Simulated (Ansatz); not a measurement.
# Cs on Ta(110): change of the work function

How does one ordered layer of Cs (longbridge site) change the work function of Ta(110), and what dipole does each adsorbate carry?

Method: plane-wave DFT, PBE, Ansatz PAW, in Ansatz 0.2.0.

**1. Starting point**

The cell holds 4 atoms: 4 Ta. Cell: a = 2.867 Å, b = 2.867 Å, c = 25.022 Å, α = 90.0°, β = 90.0°, γ = 70.5°. Vacuum lies along c.

**2. The clean slab**

The bare slab comes first, as the zero from which every change is counted. The two lowest layers are held at bulk places and the upper ones relax. The dipole correction removes the false field that a one-sided slab makes across the periodic vacuum, so each face gets a flat vacuum level of its own.

Contents of input.yaml:

```yaml
crystal:
  lattice:
    - [2.3405234457, -1.655, 0.0]
    - [2.3405234457, 1.655, 0.0]
    - [0.0, 0.0, 25.0215703372]
  atoms:
    - { symbol: Ta, position: [0.0, 0.0, 0.3596896549] }
    - { symbol: Ta, position: [0.5, 0.5, 0.453229885] }
    - { symbol: Ta, position: [0.0, 0.0, 0.546770115] }
    - { symbol: Ta, position: [0.5, 0.5, 0.6403103451] }
kpoints:
  mp_grid: { grid: [11, 11, 1] }
hamiltonian:
  xc: pbe
scf:
  occupations: { method: fermi_dirac, width: 0.1 }
  convergence: { dr2_threshold: 1.0e-08 }
efield:
  axis: 3
  dipole_correction: true
  ramp_position: 0.97
  ramp_width: 0.06
relax:
  f_tol: 0.02
  max_steps: 60
  constraints: [{ sites: [0, 1] }]
output:
  write_potential: true
  write_density: true
  volumetric_format: npy
```

Launch:

```sh
$ ansatz run input.yaml --threads 4 --pin off --max-ram 6144MiB --backend cpu --events-out ev --progress --plain --runs-dir out
```

Standard output:

```text
Engine: ansatz 0.2.0, aarch64-unknown-linux-gnu
Pseudopotentials: kind: paw
Pseudopotential: Ta, paw, valence charge 13, recommended cutoff 420 eV (normal), Ta.paw.azcp
Functional definition: PBE
  parameter kappa = 0.804
  parameter beta = 0.066725
  exchange = pbe_x(kappa = kappa, mu = beta*pi^2/3)
  correlation = pbe_c(beta = beta)
Crystal: 4 atoms, lattice volume = 193.845 Å³
Basis set: ecut = 420 eV, 3793 PW (Γ), exchange–correlation on 40×40×360 points (8 copies of the dense FFT grid, shifted against one another)
Bands: 32, of which v1, the nominal top of the filled ones, is band 26 counted from 1 (25 counted from 0)
Symmetry: 4 space group operations
k-points: 36 of 121
Non-local potential: Ta, projectors of the file, l = 0: 3, l = 1: 2, l = 2: 2, l = 3: 1
PAW form: soft (Blöchl's): semilocal exchange-correlation on the pseudo side does not see the compensation charge
PAW one-centre angular grid: Ta, 590 points (default); XC on 64 Gauss nodes
Initial density: superposition of atomic densities (neutral atoms: chi_scale 0, normalization atom), corrected by the library's trained network
Initial wavefunctions: pseudopotential atomic-orbital guess
Functional: x = pbe(κ = 0.804, μ = 0.219515), c = pbe(β = 0.066725)
SCF iter   1: F=—  HF=-39726.816541 eV  |F-HF|=—  |Δ(HF+E_count)|=         —  Δρ=5.74e-3  dr2=1.29e0  ethr=1.77e-3  p=0.000 e·Å  D=2.87e-15 V/Å  ΔV_dip=-0.00 eV  dr2_dipole=4.39e-7  V_vac-E_F(+/−)=4.99/4.99 eV  ⟨swp⟩=7.2  Hψ=5576  notcnv=0
efield: sawtooth ramp at fractional position 0.9700 (set: `efield.ramp_position`, or a place that a band, a saddle search or an elastic batch's reference lends), width 0.0600; the density the first Hamiltonian is built on has a dipole p = 0.000 e·Å; the dipole correction subtracts the counter field D = 2.87e-15 V/Å, which shifts the + side's vacuum level by -0.00 eV against the − side's; the planar-averaged density in the ramp window peaks in size at 1.7e-5 e/Å³
preconditioner: auto → LDOS  [metal: Δε(μ)=0.046 eV  Ē_g=3.857 eV  σ=0.100 eV  W_gap=0.12  n_scr=16 (ndim 8)  ℏωp=11.9 eV  f_vac=0.544  D(μ)=5.13/eV (n_scr^D=16)  β→1.0]
SCF iter   2: F=—  HF=-39726.773630 eV  |F-HF|=—  |Δ(HF+E_count)|=   4.29e-2  Δρ=1.67e-3  dr2=2.11e-2  ethr=1.77e-3  p=0.000 e·Å  D=8.43e-6 V/Å  ΔV_dip=-0.00 eV  dr2_dipole=7.31e-7  V_vac-E_F(+/−)=4.81/4.81 eV  ⟨swp⟩=1.6  Hψ=1466  notcnv=0
SCF iter   3: F=—  HF=-39726.774083 eV  |F-HF|=—  |Δ(HF+E_count)|=   4.53e-4  Δρ=4.43e-4  dr2=2.61e-3  ethr=4.06e-5  p=-0.000 e·Å  D=-7.82e-7 V/Å  ΔV_dip=0.00 eV  dr2_dipole=1.41e-8  V_vac-E_F(+/−)=4.83/4.83 eV  ⟨swp⟩=2.1  Hψ=1567  notcnv=0
SCF iter   4: F=—  HF=-39726.774095 eV  |F-HF|=—  |Δ(HF+E_count)|=   1.19e-5  Δρ=1.28e-4  dr2=3.01e-5  ethr=5.02e-6  p=-0.000 e·Å  D=-7.56e-7 V/Å  ΔV_dip=0.00 eV  dr2_dipole=4.80e-10  V_vac-E_F(+/−)=4.82/4.82 eV  ⟨swp⟩=2.1  Hψ=1523  notcnv=0
SCF iter   5: F=—  HF=-39726.774098 eV  |F-HF|=—  |Δ(HF+E_count)|=   3.08e-6  Δρ=3.69e-5  dr2=2.38e-6  ethr=5.78e-8  p=-0.000 e·Å  D=-7.73e-7 V/Å  ΔV_dip=0.00 eV  dr2_dipole=1.96e-11  V_vac-E_F(+/−)=4.82/4.82 eV  ⟨swp⟩=3.1  Hψ=2302  notcnv=0
SCF iter   6: F=—  HF=-39726.773979 eV  |F-HF|=—  |Δ(HF+E_count)|=   1.19e-4  Δρ=1.37e-5  dr2=8.21e-7  ethr=4.58e-9  p=-0.000 e·Å  D=-2.30e-7 V/Å  ΔV_dip=0.00 eV  dr2_dipole=2.75e-12  V_vac-E_F(+/−)=4.82/4.82 eV  ⟨swp⟩=2.4  Hψ=2082  notcnv=0
SCF iter   7: F=—  HF=-39726.773979 eV  |F-HF|=—  |Δ(HF+E_count)|=   1.32e-7  Δρ=3.01e-6  dr2=2.00e-8  ethr=1.58e-9  p=-0.000 e·Å  D=-1.70e-7 V/Å  ΔV_dip=0.00 eV  dr2_dipole=8.98e-13  V_vac-E_F(+/−)=4.82/4.82 eV  ⟨swp⟩=2.3  Hψ=1940  notcnv=0
SCF iter   8: F=-39726.773979 eV  HF=-39726.773979 eV  |F-HF|=6.36e-9  |Δ(HF+E_count)|=   5.46e-8  Δρ=8.65e-7  dr2=2.50e-9  ethr=1.92e-11  p=-0.000 e·Å  D=-6.89e-8 V/Å  ΔV_dip=0.00 eV  dr2_dipole=8.68e-14  V_vac-E_F(+/−)=4.82/4.82 eV  ⟨swp⟩=10.8  Hψ=8617  notcnv=0
SCF 1 converged in 8 iterations: F = -39726.773979 eV  dr2 = 2.50e-9
  greatest PAW one-centre occupation: 0.999 electrons in one spin orbital (limit 2), on the Ta atom at site 3 (counted from 0), in its partial waves of l = 0
relax step   1: F+E_penalty+E_count = -39726.77397877 eV  Δ(F+E_penalty+E_count) = +0.000e0 eV  max|allowed force component| = 4.103e-1 eV/Å  Δτ_max = 0.0000 Å  (8 SCF iters, accepted)
Initial density: handed on by an earlier stage of this run
Initial wavefunctions: those handed on with the density
iter 1 solved again at ethr=2.45e-3 eV; its pass at ethr=3.10e-3 eV (dr2=1.27e0 eV) is discarded
SCF iter   1: F=—  HF=-39726.851561 eV  |F-HF|=—  |Δ(HF+E_count)|=         —  Δρ=1.00e-2  dr2=1.16e0  ethr=2.45e-3  p=0.000 e·Å  D=9.13e-7 V/Å  ΔV_dip=-0.00 eV  dr2_dipole=9.11e-3  V_vac-E_F(+/−)=4.85/4.85 eV  ⟨swp⟩=1.0  Hψ=4664  notcnv=0
efield: sawtooth ramp at fractional position 0.9700 (set: `efield.ramp_position`, or a place that a band, a saddle search or an elastic batch's reference lends), width 0.0600; the density the first Hamiltonian is built on has a dipole p = 0.000 e·Å; the dipole correction subtracts the counter field D = 9.13e-7 V/Å, which shifts the + side's vacuum level by -0.00 eV against the − side's; the planar-averaged density in the ramp window peaks in size at 9.5e-6 e/Å³
preconditioner: auto → LDOS  [metal: Δε(μ)=0.019 eV  Ē_g=3.964 eV  σ=0.100 eV  W_gap=0.05  n_scr=16 (ndim 8)  ℏωp=11.9 eV  f_vac=0.554  D(μ)=4.72/eV (n_scr^D=16)  β→1.0]
SCF iter   2: F=—  HF=-39726.787297 eV  |F-HF|=—  |Δ(HF+E_count)|=   6.43e-2  Δρ=5.89e-3  dr2=3.23e-1  ethr=2.23e-3  p=0.015 e·Å  D=1.39e-2 V/Å  ΔV_dip=-0.35 eV  dr2_dipole=2.01e-4  V_vac-E_F(+/−)=4.47/4.81 eV  ⟨swp⟩=3.0  Hψ=1855  notcnv=0
SCF iter   3: F=—  HF=-39726.754314 eV  |F-HF|=—  |Δ(HF+E_count)|=   3.30e-2  Δρ=1.75e-3  dr2=2.77e-2  ethr=6.20e-4  p=0.007 e·Å  D=6.07e-3 V/Å  ΔV_dip=-0.15 eV  dr2_dipole=7.87e-4  V_vac-E_F(+/−)=4.68/4.83 eV  ⟨swp⟩=3.0  Hψ=2217  notcnv=0
SCF iter   4: F=—  HF=-39726.750418 eV  |F-HF|=—  |Δ(HF+E_count)|=   3.90e-3  Δρ=4.06e-4  dr2=6.06e-4  ethr=5.33e-5  p=0.007 e·Å  D=6.51e-3 V/Å  ΔV_dip=-0.16 eV  dr2_dipole=7.52e-7  V_vac-E_F(+/−)=4.66/4.82 eV  ⟨swp⟩=2.8  Hψ=1965  notcnv=0
SCF iter   5: F=—  HF=-39726.750615 eV  |F-HF|=—  |Δ(HF+E_count)|=   1.96e-4  Δρ=1.22e-4  dr2=5.70e-5  ethr=1.17e-6  p=0.007 e·Å  D=6.34e-3 V/Å  ΔV_dip=-0.16 eV  dr2_dipole=2.47e-6  V_vac-E_F(+/−)=4.66/4.82 eV  ⟨swp⟩=2.1  Hψ=1658  notcnv=0
SCF iter   6: F=—  HF=-39726.750625 eV  |F-HF|=—  |Δ(HF+E_count)|=   9.98e-6  Δρ=3.78e-5  dr2=1.88e-5  ethr=1.10e-7  p=0.007 e·Å  D=6.09e-3 V/Å  ΔV_dip=-0.15 eV  dr2_dipole=5.48e-6  V_vac-E_F(+/−)=4.67/4.82 eV  ⟨swp⟩=2.3  Hψ=1795  notcnv=0
SCF iter   7: F=—  HF=-39726.750624 eV  |F-HF|=—  |Δ(HF+E_count)|=   5.29e-7  Δρ=1.61e-5  dr2=3.10e-6  ethr=3.61e-8  p=0.006 e·Å  D=6.02e-3 V/Å  ΔV_dip=-0.15 eV  dr2_dipole=1.94e-7  V_vac-E_F(+/−)=4.67/4.82 eV  ⟨swp⟩=1.8  Hψ=1354  notcnv=0
SCF iter   8: F=—  HF=-39726.750503 eV  |F-HF|=—  |Δ(HF+E_count)|=   1.21e-4  Δρ=3.36e-6  dr2=5.29e-8  ethr=5.96e-9  p=0.006 e·Å  D=5.94e-3 V/Å  ΔV_dip=-0.15 eV  dr2_dipole=1.88e-9  V_vac-E_F(+/−)=4.67/4.82 eV  ⟨swp⟩=2.1  Hψ=1393  notcnv=0
SCF iter   9: F=-39726.750503 eV  HF=-39726.750503 eV  |F-HF|=8.24e-9  |Δ(HF+E_count)|=   3.30e-8  Δρ=1.21e-6  dr2=7.33e-9  ethr=1.92e-11  p=0.006 e·Å  D=5.93e-3 V/Å  ΔV_dip=-0.15 eV  dr2_dipole=1.38e-9  V_vac-E_F(+/−)=4.67/4.82 eV  ⟨swp⟩=11.3  Hψ=9180  notcnv=0
SCF 2 converged in 9 iterations: F = -39726.750503 eV  dr2 = 7.33e-9
  greatest PAW one-centre occupation: 1.000 electrons in one spin orbital (limit 2), on the Ta atom at site 3 (counted from 0), in its partial waves of l = 0
relax step   2: F+E_penalty+E_count = -39726.75050280 eV  Δ(F+E_penalty+E_count) = +2.348e-2 eV  max|allowed force component| = 8.002e-1 eV/Å  Δτ_max = 0.1925 Å  (9 SCF iters, rejected (line search))
iter 1 solved again at ethr=8.74e-4 eV; its pass at ethr=3.10e-3 eV (dr2=4.55e-1 eV) is discarded
SCF iter   1: F=—  HF=-39726.828477 eV  |F-HF|=—  |Δ(HF+E_count)|=         —  Δρ=5.81e-3  dr2=4.52e-1  ethr=8.74e-4  p=0.006 e·Å  D=5.93e-3 V/Å  ΔV_dip=-0.15 eV  dr2_dipole=6.56e-3  V_vac-E_F(+/−)=4.65/4.80 eV  ⟨swp⟩=1.4  Hψ=4051  notcnv=0
efield: sawtooth ramp at fractional position 0.9700 (set: `efield.ramp_position`, or a place that a band, a saddle search or an elastic batch's reference lends), width 0.0600; the density the first Hamiltonian is built on has a dipole p = 0.006 e·Å; the dipole correction subtracts the counter field D = 5.93e-3 V/Å, which shifts the + side's vacuum level by -0.15 eV against the − side's; the planar-averaged density in the ramp window peaks in size at 5.6e-6 e/Å³
preconditioner: auto → LDOS  [metal: Δε(μ)=0.009 eV  Ē_g=3.837 eV  σ=0.100 eV  W_gap=0.02  n_scr=16 (ndim 8)  ℏωp=11.9 eV  f_vac=0.547  D(μ)=5.41/eV (n_scr^D=16)  β→1.0]
SCF iter   2: F=—  HF=-39726.801798 eV  |F-HF|=—  |Δ(HF+E_count)|=   2.67e-2  Δρ=3.15e-3  dr2=6.56e-2  ethr=8.70e-4  p=-0.002 e·Å  D=-2.17e-3 V/Å  ΔV_dip=0.05 eV  dr2_dipole=3.34e-3  V_vac-E_F(+/−)=4.88/4.82 eV  ⟨swp⟩=2.8  Hψ=1790  notcnv=0
SCF iter   3: F=—  HF=-39726.794876 eV  |F-HF|=—  |Δ(HF+E_count)|=   6.92e-3  Δρ=1.10e-3  dr2=1.29e-2  ethr=1.26e-4  p=0.002 e·Å  D=2.33e-3 V/Å  ΔV_dip=-0.06 eV  dr2_dipole=1.21e-3  V_vac-E_F(+/−)=4.76/4.82 eV  ⟨swp⟩=2.7  Hψ=2252  notcnv=0
SCF iter   4: F=—  HF=-39726.793422 eV  |F-HF|=—  |Δ(HF+E_count)|=   1.45e-3  Δρ=2.91e-4  dr2=9.55e-4  ethr=2.48e-5  p=0.002 e·Å  D=1.91e-3 V/Å  ΔV_dip=-0.05 eV  dr2_dipole=1.97e-4  V_vac-E_F(+/−)=4.77/4.82 eV  ⟨swp⟩=2.0  Hψ=1522  notcnv=0
SCF iter   5: F=—  HF=-39726.793404 eV  |F-HF|=—  |Δ(HF+E_count)|=   1.77e-5  Δρ=8.61e-5  dr2=4.85e-5  ethr=1.84e-6  p=0.002 e·Å  D=1.92e-3 V/Å  ΔV_dip=-0.05 eV  dr2_dipole=2.48e-6  V_vac-E_F(+/−)=4.77/4.82 eV  ⟨swp⟩=2.1  Hψ=1527  notcnv=0
SCF iter   6: F=—  HF=-39726.793388 eV  |F-HF|=—  |Δ(HF+E_count)|=   1.64e-5  Δρ=2.46e-5  dr2=1.70e-6  ethr=9.33e-8  p=0.002 e·Å  D=2.06e-3 V/Å  ΔV_dip=-0.05 eV  dr2_dipole=6.54e-8  V_vac-E_F(+/−)=4.77/4.82 eV  ⟨swp⟩=2.5  Hψ=2015  notcnv=0
SCF iter   7: F=—  HF=-39726.793267 eV  |F-HF|=—  |Δ(HF+E_count)|=   1.20e-4  Δρ=8.43e-6  dr2=2.74e-7  ethr=3.28e-9  p=0.002 e·Å  D=2.11e-3 V/Å  ΔV_dip=-0.05 eV  dr2_dipole=2.10e-8  V_vac-E_F(+/−)=4.77/4.82 eV  ⟨swp⟩=2.7  Hψ=2147  notcnv=0
SCF iter   8: F=—  HF=-39726.793268 eV  |F-HF|=—  |Δ(HF+E_count)|=   1.69e-7  Δρ=2.38e-6  dr2=3.63e-8  ethr=5.27e-10  p=0.002 e·Å  D=2.16e-3 V/Å  ΔV_dip=-0.05 eV  dr2_dipole=9.53e-12  V_vac-E_F(+/−)=4.76/4.82 eV  ⟨swp⟩=2.1  Hψ=1551  notcnv=0
SCF iter   9: F=-39726.793268 eV  HF=-39726.793268 eV  |F-HF|=2.09e-9  |Δ(HF+E_count)|=   2.41e-8  Δρ=8.53e-7  dr2=4.12e-9  ethr=1.92e-11  p=0.002 e·Å  D=2.18e-3 V/Å  ΔV_dip=-0.05 eV  dr2_dipole=3.68e-10  V_vac-E_F(+/−)=4.76/4.82 eV  ⟨swp⟩=10.7  Hψ=8746  notcnv=0
SCF 3 converged in 9 iterations: F = -39726.793268 eV  dr2 = 4.12e-9
relax step   3: F+E_penalty+E_count = -39726.79326767 eV  Δ(F+E_penalty+E_count) = -1.929e-2 eV  max|allowed force component| = 1.481e-2 eV/Å  Δτ_max = 0.0866 Å  (9 SCF iters, accepted)
NSCF: frozen V_eff on 36 k-points
the search or the solves at the SCF's close seem to have found levels that the self-consistency loop had missed (the run counts 1). By its estimate they hold under 1e-12 electrons; where the run keeps them, the occupations were computed again with them
SCF converged after 9 iterations
Free energy (F): -39726.793268 eV
Harris-Foulkes:  -39726.793268 eV  (|F-HF|=2.09e-9)
Internal energy: -39726.619239 eV  (E = F + TS)
E sigma→0 (E₀):  -39726.706253 eV
Entropy (-TS):   -0.174029 eV (-43.507 meV/atom)
Fermi energy:    4.111105 eV
Dipole field:    D = 0.002208 V/Å  (p = 0.002365 e·Å, saw-weighted, corrected)
Work function:   Φ+ = 4.7634 eV   Φ− = 4.8186 eV
Levels:          The Fermi level and band energies are counted from a zero that moves with the ramp; work functions are not
--- Per-component energies (eV) ---
  E_band       = -1175.886430
  E_kinetic    = 1457.869717
  E_local      = -55602.795316  (includes V_loc(G=0)·N_el)
  E_nonlocal   = 59.711656
  E_hartree    = 27085.726388
  E_xc         = -870.120434
  E_vxc        = -811.224902  (∫ρ·V_xc dr)
  E_paw        = -33585.923396  (= ΣΔE_a)
  E_vpaw       = -450.909322  (= ΣTr[D̂ρ^β])
  E_aug_tail   = 0.000571  (compensation charges beyond the density's cutoff)
  E_efield     = 0.000003  (sawtooth field / dipole correction)
  E_vefield    = 0.002354  (∫n·V_field dr)
  E_ewald      = 21728.911572
  E_smearing   = -0.174029  (= −TS)
  E_closure    = -0.000000  (closes the sum)
  Σ components = -39726.793268   (vs F -39726.793268, Δ=0.00e0)
--- Forces (eV/Å), atoms counted from 1 ---
  atom   1  Ta     0.00000000     0.00000000     0.43185865
  atom   2  Ta     0.00000000     0.00000000    -0.43830927
  atom   3  Ta     0.00000000     0.00000000    -0.00836148
  atom   4  Ta     0.00000000     0.00000000     0.01481170
  max |Σ_I F_I| component: 3.93e-7 eV/Å
--- Band table (eV; the first three rows and the last of 36) ---
  k-point 0: bands = [... 22 lower, 3.5810, 3.8003, 3.9062, 4.4734, 4.5172, 4.6568, 5.1217, 5.3437, ... 2 higher]
  k-point 1: bands = [... 22 lower, 3.4820, 3.7735, 3.9079, 4.2246, 4.4284, 4.7556, 5.0015, 5.2219, ... 2 higher]
  k-point 2: bands = [... 22 lower, 3.3103, 3.5831, 3.7412, 3.8835, 4.0548, 4.2846, 5.3467, 5.5402, ... 2 higher]
  k-point 35: bands = [... 22 lower, 2.8106, 3.3602, 3.9139, 5.4541, 5.5909, 6.2755, 6.5731, 6.8718, ... 2 higher]
--- Relaxed structure (3 steps of the walk, 2 accepted, 0 SCFs on fresh bases) ---
  F+E_penalty+E_count = -39726.79326767 eV   max|allowed force component| = 1.481e-2 eV/Å
  atoms:
    - { symbol: Ta, position: [0.0, 0.0, 0.3596896549] }
    - { symbol: Ta, position: [0.5, 0.5, 0.453230] }
    - { symbol: Ta, position: [0.0, 0.0, 0.546963] }
    - { symbol: Ta, position: [0.5, 0.5, 0.636847] }
```

Elapsed: 27 s, on 4 threads of Arm Neoverse N1, shared host; peak memory 0.55 GiB.

The column dr2 measures how far the density is from self-consistency, as an energy; F and HF (Harris–Foulkes) agree once it is small.

Step by step:

```csv
step,energy less that of the first step (eV),largest force component (eV/Å)
1,0.0000,0.4103
2,0.0235,0.8002
3,-0.0193,0.0148
```

Relaxation step 2 was tried and not accepted.

Forces are held to the 4 operations that the program found; a distortion that breaks them can't arise in this run.

The atoms that moved most (Å):

```csv
atom,dx,dy,dz,length
Ta4,0.000,0.000,-0.087,0.087
```

Final coordinates:

```cif
data_structure
_symmetry_space_group_name_H-M 'P 1'
_symmetry_Int_Tables_number 1
_cell_length_a 2.8665
_cell_length_b 2.8665
_cell_length_c 25.0216
_cell_angle_alpha 90.000
_cell_angle_beta 90.000
_cell_angle_gamma 70.529
_cell_volume 193.85
loop_
_atom_site_label
_atom_site_type_symbol
_atom_site_fract_x
_atom_site_fract_y
_atom_site_fract_z
_atom_site_occupancy
Ta1 Ta 0.00000 0.00000 0.35969 1
Ta2 Ta 0.50000 0.50000 0.45323 1
Ta3 Ta 0.00000 0.00000 0.54696 1
Ta4 Ta 0.50000 0.50000 0.63685 1
```

This step gave:

| Property | Result |
| --- | --- |
| energy at zero smearing | -39726.7063 eV |
| work function, upper face | 4.763 eV |
| work function, lower face | 4.819 eV |
| dipole along the normal | 0.002365 e·Å |
| step between the vacuum levels | -0.05524 eV |

Running mean over 2.341 Å of the planar mean; the ramp of the sawtooth is left out. Electron's electrostatic potential energy less the Fermi level against z:

```csv
z (Å),electron's electrostatic potential energy less the Fermi level (eV)
4,4.82
5,4.80
6,4.62
7,2.96
8,-5.20
9,-10.1
10,-10.0
11,-9.98
12,-9.95
13,-9.95
14,-10.3
15,-10.9
16,-10.1
17,-4.59
18,3.16
19,4.60
20,4.75
21,4.76
```

The relaxation took 3 steps and lowered the energy by 0.019 eV; the largest force on the free atoms ends at 0.015 eV/Å.

The work function of the upper face is 4.76 eV.

(Part 1 of 4 ends here.)

[Long decimals in the printed logs are rounded to 6 places.]

[Logs are printed without paths, hosts, clocks, repeated set-up lines and the standing remarks that a program may print on its own settings, such as how far it seeks lower states.]

[Hosts, paths, dates, database ids (printed as entryN), source tags and the programs' standing remarks are cut or masked in the printed files.]

[Maps of the electrostatic potential energy from Ansatz leave out the sawtooth potential of an applied field or a dipole correction, so their vacuum need not be flat; planar profiles and work functions include it.]
